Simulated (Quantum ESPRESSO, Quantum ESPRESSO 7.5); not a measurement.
# Ti(0001), stepped through the number of layers

What law, if any, do the results for Ti(0001) follow against the number of layers?

Main program and level: Quantum ESPRESSO 7.5; plane-wave DFT, PBE, GBRV ultrasoft pseudopotentials.

Experimental background.

“Anisotropic work function of elemental crystals” (2019, arxiv:1902.07811) quotes from earlier work for Ti (polycrystalline sample, no single face): work function, loosely compared (polycrystalline sample, no single face) 4.33 eV.

**1. Set-up**

The structure is hexagonal, space group P6_3/mmc (No. 194). Conventional cell: a = 2.950 Å, b = 2.950 Å, c = 4.685 Å, α = 90.00°, β = 90.00°, γ = 120.00°. Nearest to Ti lie 12 Ti at 2.90 to 2.95 Å.

Set-up: Symmetric 1×1 slabs with 16 Å of vacuum in the starting cell; the two outer layers of each face relax in a periodic cell and the inner ones are held; a run under open boundaries (ESM, bc1) then gives the work function. Cold smearing of 0.02 Ry, one mesh for all thicknesses. The slabs take the lattice constants of the bulk relaxed by the same program.

Members 6, 7, 8 and 10 took the same steps and show in the table alone.

**2. Relaxing cell and ions of the reference**

The bulk crystal is relaxed in cell and atoms; the members are built on its lattice constants.

Contents of ref.vc.in:

```
&control
  prefix = 'ref.vc'
  outdir = './out'
  pseudo_dir = './pseudo'
  nstep = 40
  forc_conv_thr = 0.0003
  calculation = 'vc-relax'
/
&system
  ibrav = 0
  nat = 2
  ntyp = 1
  ecutwfc = 50
  ecutrho = 250
  occupations = 'smearing'
  smearing = 'mv'
  degauss = 0.02
/
&electrons
  conv_thr = 1e-09
  mixing_beta = 0.4
  electron_maxstep = 120
/
&ions
/
&cell
  press_conv_thr = 0.3
/
ATOMIC_SPECIES
  Ti  47.8670  ti_pbe_v1.4.uspp.F.UPF
CELL_PARAMETERS angstrom
  2.95000000000000 0.00000000000000 0.00000000000000
  -1.47500000000000 2.55477494116409 0.00000000000000
  0.00000000000000 0.00000000000000 4.68460000000000
ATOMIC_POSITIONS crystal
  Ti  0.333333333333 0.666666666667 0.250000000000
  Ti  0.666666666667 0.333333333333 0.750000000000
K_POINTS automatic
  16 16 9 0 0 0
```

Run with:

```console
> OMP_NUM_THREADS=1 mpirun -n 4 pw.x -nk 4 -in ref.vc.in > ref.vc.out
```

What it wrote:

```text
Program PWSCF v.7.5 starts
[citation notice left out]

     Parallel version (MPI & OpenMP), running on       4 processor cores
     Number of MPI processes:                 4
     Threads/MPI process:                     1

     MPI processes distributed on     1 nodes
[...]
Current dimensions of program PWSCF are:
     Max number of different atomic species (ntypx) = 10
     Max number of k-points (npk) =  40000
     Max angular momentum in pseudopotentials (lmaxx) =  4
     Message from routine setup:
     using ibrav=0 with symmetry is DISCOURAGED, use correct ibrav instead

     K-points division:     npool     =       4
     Subspace diagonalization in iterative solution of the eigenvalue problem:
     a serial algorithm will be used

     G-vector sticks info
     --------------------
     sticks:   dense  smooth     PW     G-vecs:    dense   smooth      PW
     Sum         535     433    127                15891    11415    1925

     Using Slab Decomposition

     bravais-lattice index     =            0
     lattice parameter (alat)  =       5.5747  a.u.
     unit-cell volume          =     238.2560 (a.u.)^3
     number of atoms/cell      =            2
     number of atomic types    =            1
     number of electrons       =        24.00
     number of Kohn-Sham states=           16
     kinetic-energy cutoff     =      50.0000  Ry
     charge density cutoff     =     250.0000  Ry
     scf convergence threshold =      1.0E-09
     mixing beta               =       0.4000
     number of iterations used =            8  plain     mixing
     energy convergence thresh.=      1.0E-04
     force convergence thresh. =      3.0E-04
     press convergence thresh. =      3.0E-01
     Exchange-correlation=  SLA  PW   PBX  PBC
                           (   1   4   3   4   0   0   0)
     nstep                     =           40

     celldm(1)=   5.574692  celldm(2)=   0.000000  celldm(3)=   0.000000
     celldm(4)=   0.000000  celldm(5)=   0.000000  celldm(6)=   0.000000

     crystal axes: (cart. coord. in units of alat)
               a(1) = (   1.000000   0.000000   0.000000 )
               a(2) = (  -0.500000   0.866025   0.000000 )
               a(3) = (   0.000000   0.000000   1.588000 )

     reciprocal axes: (cart. coord. in units 2 pi/alat)
               b(1) = (  1.000000  0.577350 -0.000000 )
               b(2) = (  0.000000  1.154701  0.000000 )
               b(3) = (  0.000000 -0.000000  0.629723 )

     PseudoPot. # 1 for Ti read from file:
     ./pseudo/ti_pbe_v1.4.uspp.F.UPF
     Pseudo is Ultrasoft + core correction, Zval = 12.0
     Generated by new atomic code, or converted to UPF format
     Using radial grid of  851 points,  6 beta functions with:
                l(1) =   0
                l(2) =   0
                l(3) =   1
                l(4) =   1
                l(5) =   2
                l(6) =   2
     Q(r) pseudized with  6 coefficients,  rinner =    1.000   1.000   1.000
                                                       1.000   1.000

     atomic species   valence    mass     pseudopotential
     Ti               12.00    47.86700     Ti( 1.00)

     24 Sym. Ops., with inversion, found (12 have fractional translation)

   Cartesian axes

     site n.     atom                  positions (alat units)
         1        Ti     tau(   1) = (  -0.0000000   0.5773503   0.3970000  )
         2        Ti     tau(   2) = (   0.5000000   0.2886751   1.1910000  )

     number of k points=   150  Marzari-Vanderbilt smearing, width (Ry)=  0.0200

     Number of k-points >= 100: set verbosity='high' to print them.

     Dense  grid:    15891 G-vectors     FFT dimensions: (  30,  30,  48)

     Smooth grid:    11415 G-vectors     FFT dimensions: (  25,  25,  40)

     Estimated max dynamical RAM per process >      38.67 MB

     Estimated total dynamical RAM >     143.05 MB

     Check: negative core charge=   -0.000008

     Initial potential from superposition of free atoms

     starting charge      21.9999, renormalised to      24.0000

     negative rho (up, down):  2.727E-03 0.000E+00
     Starting wfcs are   20 randomized atomic wfcs

     total cpu time spent up to now is        1.3 secs

     per-process dynamical memory:    29.8 Mb

     Self-consistent Calculation

     iteration #  1     ecut=    50.00 Ry     beta= 0.40
     Davidson diagonalization with overlap
     ethr =  1.00E-02,  avg # of iterations =  3.9

     negative rho (up, down):  2.749E-03 0.000E+00

     total cpu time spent up to now is        3.6 secs

     total energy              =    -238.31015316 Ry
     estimated scf accuracy    <       1.26877524 Ry

     iteration #  2     ecut=    50.00 Ry     beta= 0.40
[...]
negative rho (up, down):  2.520E-03 0.000E+00

[...]
total energy              =    -238.46467991 Ry
     estimated scf accuracy    <       0.04953903 Ry

     iteration #  3     ecut=    50.00 Ry     beta= 0.40
[...]
negative rho (up, down):  2.374E-03 0.000E+00

[...]
total energy              =    -238.49823386 Ry
     estimated scf accuracy    <       0.02479561 Ry

     iteration #  4     ecut=    50.00 Ry     beta= 0.40
[...]
negative rho (up, down):  1.985E-03 0.000E+00

[...]
total energy              =    -238.50021003 Ry
     estimated scf accuracy    <       0.00251840 Ry

     iteration #  5     ecut=    50.00 Ry     beta= 0.40
[...]
negative rho (up, down):  1.996E-03 0.000E+00

[...]
total energy              =    -238.50122575 Ry
     estimated scf accuracy    <       0.00021189 Ry

     iteration #  6     ecut=    50.00 Ry     beta= 0.40
[...]
negative rho (up, down):  1.992E-03 0.000E+00

[...]
total energy              =    -238.50120467 Ry
     estimated scf accuracy    <       0.00008834 Ry

     iteration #  7     ecut=    50.00 Ry     beta= 0.40
[...]
negative rho (up, down):  1.998E-03 0.000E+00

[...]
total energy              =    -238.50121306 Ry
     estimated scf accuracy    <       0.00000525 Ry

     iteration #  8     ecut=    50.00 Ry     beta= 0.40
[...]
negative rho (up, down):  1.995E-03 0.000E+00

[...]
total energy              =    -238.50121685 Ry
     estimated scf accuracy    <       0.00000649 Ry

[...]
density =      4.57522 g/cm^3

CELL_PARAMETERS (angstrom)
   2.936703988  -0.000000000  -0.000000000
  -1.468351994   2.543260257  -0.000000000
   0.000000000  -0.000000000   4.652136960

ATOMIC_POSITIONS (crystal)
Ti               0.3333333333        0.6666666667        0.2500000000
Ti               0.6666666667        0.3333333333        0.7500000000

[...]
NEW-OLD atomic charge density approx. for the potential
     New effective cutoffs (rho, wfc):  252.61   50.69

     Check: negative core charge=   -0.000008

     negative rho (up, down):  1.961E-03 0.000E+00

     total cpu time spent up to now is       37.7 secs

     per-process dynamical memory:    46.7 Mb

     Self-consistent Calculation

     iteration #  1     ecut=    50.00 Ry     beta= 0.40
     Davidson diagonalization with overlap
     ethr =  1.00E-06,  avg # of iterations =  3.0

     Threshold (ethr) on eigenvalues was too large:
     Diagonalizing with lowered threshold

     Davidson diagonalization with overlap
     ethr =  1.68E-08,  avg # of iterations =  2.9

     negative rho (up, down):  1.963E-03 0.000E+00

     total cpu time spent up to now is       41.5 secs

     total energy              =    -238.50144757 Ry
     estimated scf accuracy    <       0.00000477 Ry

[...]
iteration #  8     ecut=    50.00 Ry     beta= 0.40
[...]
negative rho (up, down):  1.965E-03 0.000E+00

[...]
End of self-consistent calculation

     Number of k-points >= 100: set verbosity='high' to print the bands.

     the Fermi energy is    13.3812 ev

!    total energy              =    -238.50144868 Ry
     estimated scf accuracy    <          9.2E-14 Ry
     smearing contrib. (-TS)   =       0.00021249 Ry
     internal energy E=F+TS    =    -238.50166117 Ry

     The total energy is F=E-TS. E is the sum of the following terms:
     one-electron contribution =     -80.99036975 Ry
     hartree contribution      =      48.49282529 Ry
     xc contribution           =     -36.07622862 Ry
     ewald contribution        =    -169.92788809 Ry

     convergence has been achieved in   8 iterations

     negative rho (up, down):  1.965E-03 0.000E+00

     Forces acting on atoms (cartesian axes, Ry/au):

     atom    1 type  1   force =     0.00000000    0.00000000   -0.00000000
     atom    2 type  1   force =    -0.00000000   -0.00000000    0.00000000

     Total force =     0.000000     Total SCF correction =     0.000000

     Computing stress (Cartesian axis) and pressure

     negative rho (up, down):  1.965E-03 0.000E+00
          total   stress  (Ry/bohr**3)                   (kbar)     P=        0.28
   0.00000836  -0.00000000  -0.00000000            1.23       -0.00       -0.00
  -0.00000000   0.00000836   0.00000000           -0.00        1.23        0.00
  -0.00000000   0.00000000  -0.00001108           -0.00        0.00       -1.63

     Energy error            =      5.0E-05 Ry
     Gradient error          =      2.2E-27 Ry/Bohr
     Cell gradient error     =      1.6E+00 kbar

     number of scf cycles    =   3
     number of bfgs steps    =   2

     enthalpy           old  =    -238.5013987877 Ry
     enthalpy           new  =    -238.5014486786 Ry

     CASE: enthalpy          _new < enthalpy          _old

     new trust radius        =       0.0010734902 bohr
     new conv_thr            =            1.0E-11 Ry

     new unit-cell volume =    234.47239 a.u.^3 (    34.74522 Ang^3 )
     density =      4.57531 g/cm^3

CELL_PARAMETERS (angstrom)
   2.937190526  -0.000000000  -0.000000000
  -1.468595263   2.543681611   0.000000000
  -0.000000000   0.000000000   4.650506273

ATOMIC_POSITIONS (crystal)
Ti               0.3333333333        0.6666666667        0.2500000000
Ti               0.6666666667        0.3333333333        0.7500000000

[...]
NEW-OLD atomic charge density approx. for the potential
     New effective cutoffs (rho, wfc):  252.76   50.73

     Check: negative core charge=   -0.000008

     negative rho (up, down):  1.965E-03 0.000E+00

     total cpu time spent up to now is       55.7 secs

     per-process dynamical memory:    46.7 Mb

[...]
!    total energy              =    -238.50145008 Ry
[...]
Total force =     0.000000     Total SCF correction =     0.000000
[...]
number of bfgs steps    =   3
[...]
new trust radius        =       0.0011812419 bohr
[...]
!    total energy              =    -238.50145138 Ry
[...]
Total force =     0.000000     Total SCF correction =     0.000000
[...]
number of bfgs steps    =   4
[...]
new trust radius        =       0.0017726164 bohr
[...]
!    total energy              =    -238.50145246 Ry
[...]
Total force =     0.000000     Total SCF correction =     0.000000
[...]
Self-consistent Calculation

     iteration #  1     ecut=    50.00 Ry     beta= 0.40
     Davidson diagonalization with overlap
     c_bands:  1 eigenvalues not converged
     c_bands:  1 eigenvalues not converged
     c_bands:  2 eigenvalues not converged
     c_bands:  1 eigenvalues not converged
     c_bands:  2 eigenvalues not converged
     c_bands:  1 eigenvalues not converged
     c_bands:  1 eigenvalues not converged
     c_bands:  1 eigenvalues not converged
     c_bands:  1 eigenvalues not converged
     c_bands:  1 eigenvalues not converged
     c_bands:  1 eigenvalues not converged
     c_bands:  1 eigenvalues not converged
     ethr =  1.00E-06,  avg # of iterations = 16.7

     negative rho (up, down):  3.353E-03 0.000E+00

     total cpu time spent up to now is       96.9 secs

     total energy              =    -238.28123887 Ry
     estimated scf accuracy    <       1.33646600 Ry

[...]
iteration # 14     ecut=    50.00 Ry     beta= 0.40
[...]
negative rho (up, down):  2.423E-03 0.000E+00

[...]
End of self-consistent calculation

     Number of k-points >= 100: set verbosity='high' to print the bands.

     the Fermi energy is    13.3786 ev

!    total energy              =    -238.50144931 Ry
     estimated scf accuracy    <          2.1E-12 Ry
     smearing contrib. (-TS)   =       0.00020535 Ry
     internal energy E=F+TS    =    -238.50165466 Ry

     The total energy is F=E-TS. E is the sum of the following terms:
     one-electron contribution =     -81.01350905 Ry
     hartree contribution      =      48.50065790 Ry
     xc contribution           =     -36.07592299 Ry
     ewald contribution        =    -169.91288052 Ry

     convergence has been achieved in  14 iterations

     negative rho (up, down):  2.423E-03 0.000E+00

     Forces acting on atoms (cartesian axes, Ry/au):

     atom    1 type  1   force =    -0.00000000   -0.00000000    0.00000000
     atom    2 type  1   force =     0.00000000    0.00000000   -0.00000000

     Total force =     0.000000     Total SCF correction =     0.000000

     Computing stress (Cartesian axis) and pressure

     negative rho (up, down):  2.423E-03 0.000E+00
          total   stress  (Ry/bohr**3)                   (kbar)     P=        0.05
   0.00000150  -0.00000000  -0.00000000            0.22       -0.00       -0.00
  -0.00000000   0.00000150  -0.00000000           -0.00        0.22       -0.00
  -0.00000000  -0.00000000  -0.00000206           -0.00       -0.00       -0.30

[...]
=------------------------------------------------------------------------------=
   JOB DONE.
=------------------------------------------------------------------------------=
```

It took 2.1 min on 4 MPI ranks of Arm Neoverse N1, shared host; peak memory 0.3 GiB; 8.2 min of CPU time.

Step by step:

```
step  energy less that of the first step (eV)  largest force (eV/Å)  volume (Å³)
   1                                   0.0000                0.0000        35.31
   2                                  -0.0025                0.0000        35.00
   3                                  -0.0032                0.0000        34.75
   4                                  -0.0032                0.0000        34.75
   5                                  -0.0032                0.0000        34.75
   6                                  -0.0032                0.0000        34.75
   7                                  -0.0032                0.0000        34.75
```

```
conventional cell, symmetrised  before  after  change
                         a (Å)   2.950  2.939  -0.4 %
                         b (Å)   2.950  2.939  -0.4 %
                         c (Å)   4.685  4.646  -0.8 %
              volume (Å³/atom)   17.65  17.38  -1.6 %
```

The relaxed structure:

```
Ti
1.0
     2.93894    0.00000    0.00000
    -1.46947    2.54520    0.00000
     0.00000    0.00000    4.64602
Ti
2
Direct
  0.33333 0.66667 0.25000
  0.66667 0.33333 0.75000
```

 The last row is no step: it is a fresh SCF in the final cell with a new plane-wave basis, +0 meV from the row before.

Numbers from this step:

| Quantity | Value |
| --- | --- |
| free energy | -3244.9775 eV |
| Fermi energy | 13.38 eV |

[end of part 1 of 8]

[Logs are printed without paths, hosts, clocks, repeated set-up lines and the standing remarks that a program may print on its own settings, such as how far it seeks lower states.]

[Hosts, paths, dates, database ids (printed as entryN), source tags and the programs' standing remarks are cut or masked in the printed files.]

[Maps of the electrostatic potential energy from Ansatz leave out the sawtooth potential of an applied field or a dipole correction, so their vacuum need not be flat; planar profiles and work functions include it.]
